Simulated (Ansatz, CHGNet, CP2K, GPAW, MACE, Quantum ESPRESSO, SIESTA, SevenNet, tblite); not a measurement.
# SIESTA runs on random packing of C72N28 (at. %) (57 atoms), part 2 of 2

How do the settings of SIESTA change the result for random packing of C72N28 (at. %) (57 atoms)? A plane-wave run serves as the yardstick.

Program: SIESTA 5.4.2; the method stands at each step. Banners, paths, timers and routine set-up lines are dropped from the logs unmarked, and long logs keep their key lines alone; longer cuts are marked. The potentials were converted by us to PSML.

So far. Step 2 (PBE, DZP, shift 0.01 Ry, mesh 500 Ry): Forces lie 4.4 % from the reference's, at 1.8 times its CPU time. Step 3 (PBE, SZP, shift 0.01 Ry, mesh 500 Ry): Against the first run (4.4 %), the force difference from the reference is 28 %, at 0.77 times the CPU time, with 513 basis functions against 741: the smaller basis costs accuracy.

## (4) PBE, DZP, shift 0.001 Ry, mesh 500 Ry

Method: Kohn-Sham DFT, PBE, PseudoDojo 0.4.1 norm-conserving pseudopotentials (converted to PSML), numerical atomic orbitals (DZP), diagonalisation.

The input, input.fdf:

```
SystemLabel cell
NumberOfAtoms 57
NumberOfSpecies 2
%block ChemicalSpeciesLabel
  1 6 C
  2 7 N
%endblock ChemicalSpeciesLabel
LatticeConstant 1.0 Ang
%block LatticeVectors
  7.97600 0.00000 0.00000
  0.00000 7.97600 0.00000
  0.00000 0.00000 7.97600
%endblock LatticeVectors
PAO.BasisSize DZP
PAO.EnergyShift 0.001 Ry
XC.Functional GGA
XC.Authors PBE
MeshCutoff 500 Ry
%block kgrid_Monkhorst_Pack
  1 0 0 0.0
  0 1 0 0.0
  0 0 1 0.0
%endblock kgrid_Monkhorst_Pack
SolutionMethod diagon
OccupationFunction FD
ElectronicTemperature 580 K
SCF.Mixer.Method Pulay
SCF.Mixer.Weight 0.05
SCF.Mixer.History 8
SCF.Mix Hamiltonian
MaxSCFIterations 300
SCF.DM.Tolerance 1e-04
SCF.H.Tolerance 1.0e-3 eV
WriteForces T
Write.HirshfeldPop T
Write.VoronoiPop T
Write.DM F
Write.H F
XML.Write F
AtomicCoordinatesFormat Fractional
%block AtomicCoordinatesAndAtomicSpecies
[... 57 atom lines left out: the same atoms as in the first run ...]
%endblock AtomicCoordinatesAndAtomicSpecies
```

Started as:

```
> OMP_NUM_THREADS=1 mpirun -np 4 siesta < input.fdf > output.txt
```

Output:

```text
Version         : 5.4.2
reinit: System Name:
reinit: System Label: cell
initatom: Reading input for the pseudopotentials and atomic orbitals ----------
Species number:   1 Atomic number:    6 Label: C
Species number:   2 Atomic number:    7 Label: N
Ground state valence configuration (from tables):   2s02  2p02  3d00  4f00
Ground state valence configuration (from tables):   2s02  2p03  3d00  4f00
---- Processing specs for species: C
GGA--PBE XC_GGA_X_PBE--XC_GGA_C_PBE pb
---- Processing specs for species: N
GGA--PBE XC_GGA_X_PBE--XC_GGA_C_PBE pb
C pseudopotential only contains V_ls up to l=1 -- lmxkb reset.
N pseudopotential only contains V_ls up to l=1 -- lmxkb reset.
Using PAO.SplitTailNorm
%block ChemicalSpeciesLabel
[... lines left out ...]
Total number of electrons:   244.000000
[... lines left out ...]
stepf: Fermi-Dirac step function
        iscf     Eharris(eV)        E_KS(eV)     FreeEng(eV)     dDmax    Ef(eV) dHmax(eV)
[... lines left out ...]
SCF Convergence by DM+H criterion
[... lines left out ...]
SCF cycle converged after 21 iterations
[... lines left out ...]
   Max    5.521747
[... lines left out ...]
   Max    5.521747    constrained
Stress tensor Voigt[x,y,z,yz,xz,xy] (kbar):      265.81      235.54      225.29      -69.67      -26.23      -23.32
[... lines left out ...]
siesta: DEna    =        49.465431
siesta: DUscf   =         4.261208
siesta: Ex      =     -3147.595214
siesta: Ec      =      -295.548303
siesta: Exc     =     -3443.143517
siesta: Eharris =    -11021.031116
siesta: Etot    =    -11021.031118
siesta: FreeEng =    -11021.288126
siesta: Final energy (eV):
siesta:  Band Struct. =   -3204.306073
siesta:       Kinetic =    6601.932662
siesta:       Hartree =    1574.764914
siesta:         Exch. =   -3147.595214
siesta:         Corr. =    -295.548303
siesta:   Exch.-corr. =   -3443.143517
siesta:  Ion-electron =   -9217.370589
siesta:       Ion-ion =   -6537.214587
siesta:         Total =  -11021.031118
siesta:         Fermi =      -5.955339
siesta: Stress tensor (static) (eV/Ang**3):
siesta:     0.165903   -0.014556   -0.016372
siesta:    -0.014557    0.147013   -0.043483
siesta:    -0.016372   -0.043483    0.140615
siesta: Cell volume =        507.405810 Ang**3
siesta: Pressure (static):
siesta:                Solid            Molecule  Units
siesta:          -0.00164653         -0.00163345  Ry/Bohr**3
siesta:          -0.15117720         -0.14997658  eV/Ang**3
siesta:        -242.21257030       -240.28896414  kBar
    Orbital volume contribution        =          43.278431 eV
    (Free)E + p_basis*V_orbitals       =      -10978.009694 eV
    (Free)Eharris+ p_basis*V_orbitals  =      -10978.009692 eV
Hirshfeld Atomic Populations:
Atom #   charge [q] valence [e]  Species
     1     0.007624    3.992376  C
     2    -0.004563    4.004563  C
     3     0.060543    3.939457  C
[...]
42    -0.010014    5.010014  N
    43    -0.048846    5.048846  N
    44    -0.023782    5.023782  N
[...]
--------------------
 Total    -0.000002
Voronoi Atomic Populations:
Atom #   charge [q] valence [e]  Species
[...]
40     0.006230    3.993770  C
    41     0.002390    3.997610  C
[...]
56    -0.056830    5.056830  N
    57    -0.098757    5.098757  N
--------------------
 Total    -0.000002
```

The job ended after 4.9 min (4 MPI ranks of Arm Neoverse V1, shared host; peak memory 2.4 GiB).

Numbers from this run, and their distance from the reference:

- r.m.s. force component: 1.899 eV/Å
- r.m.s. difference of force components: 113.3 meV/Å
- longest difference of force vectors: 346.9 meV/Å
- force difference over r.m.s. force: 5.741 %
- slope of forces against the reference's: 0.9616
- correlation of force components: 0.999
- pressure: -24.22 GPa
- pressure difference: 2.613 GPa

Against the first run (4.4 %), the force difference from the reference is 5.7 %, at 4.1 times the CPU time (on 4 against 2 cores).

The run ends at a pressure of -24.22 GPa, with forces up to 6.9 eV/Å.

## (5) The ladder

Differences are against the plane-wave reference, forces as r.m.s. over components; share is that over the reference's r.m.s. force, slope the least-squares factor from reference forces to these. Total energies of different programs have different zeros and aren't compared.

| run | Δ force, r.m.s. (meV/Å) | share (%) | slope | Δ pressure (GPa) | cores | CPU time | memory (GiB) |
| --- | --- | --- | --- | --- | --- | --- | --- |
| reference | - | - | - | - | 2 | 2.7 min | 1.1 |
| SIESTA PBE, DZP, shift 0.01 Ry, mesh 500 Ry | 87.4 | 4.43 | 0.984 | 1.66 | 2 | 4.8 min | 1.2 |
| SIESTA PBE, SZP, shift 0.01 Ry, mesh 500 Ry (coarse) | 559 | 28.3 | 0.789 | 8.57 | 2 | 3.7 min | 1.1 |
| SIESTA PBE, DZP, shift 0.001 Ry, mesh 500 Ry | 113 | 5.74 | 0.962 | 2.61 | 4 | 20 min | 2.4 |

Rows marked coarse were listed beforehand as settings not expected to be converged; some can still land near the reference.

CPU time is summed over cores on a shared host, where runs went side by side, so it is rough. Symmetry, cutoffs, thresholds, outputs and thread counts weren't matched or tuned between programs; memory under MPI is the largest rank's times the ranks.

## (6) Outcome

- nearest in forces: SIESTA PBE, DZP, shift 0.01 Ry, mesh 500 Ry, 4.4 %
- its CPU time: 4.8 min

**Reading.** The PBE runs in local orbitals, coarse settings apart, differ by 4.4 % (SIESTA PBE, DZP, shift 0.01 Ry, mesh 500 Ry) to 5.7 % (SIESTA PBE, DZP, shift 0.001 Ry, mesh 500 Ry); basis, grid and potentials can all enter. Runs with settings chosen to be coarse differ by 28 % (SIESTA PBE, SZP, shift 0.01 Ry, mesh 500 Ry), their programs' other errors included. None of the electronic-structure runs in the table takes under half the reference's CPU time of 2.7 min; they take 1.4 to 7.4 times as much. SIESTA PBE, SZP, shift 0.01 Ry, mesh 500 Ry softens the forces by a factor of 0.79 while following their directions (correlation 0.972); the slopes of the 3 SIESTA runs lie between 0.79 and 0.98. In pressure, SIESTA PBE, SZP, shift 0.01 Ry, mesh 500 Ry misses by +8.6 GPa, at the same functional. The reference's pressure holds the uncorrected Pulay stress of its 60 Ry basis, so small pressure differences, and their order, may be the reference's own error. The reference's stress is far from hydrostatic: its diagonal is -29.2, -26.2, -25.0 GPa, compression counted positive. The reference's pressure of -27 GPa says that the cell would shrink at this level of theory. The electronic-structure runs sample only Γ, in a cell whose shortest periodic width is 8 Å, which is coarse for a cell with partly filled levels.

[Also dropped from logs without a mark: logging warnings of Python, and SIESTA's first energy breakdown and zero terms.]

[Logs are printed without paths, hosts, clocks, repeated set-up lines and the standing remarks that a program may print on its own settings, such as how far it seeks lower states.]

[Hosts, paths, dates, database ids (printed as entryN), source tags and the programs' standing remarks are cut or masked in the printed files.]
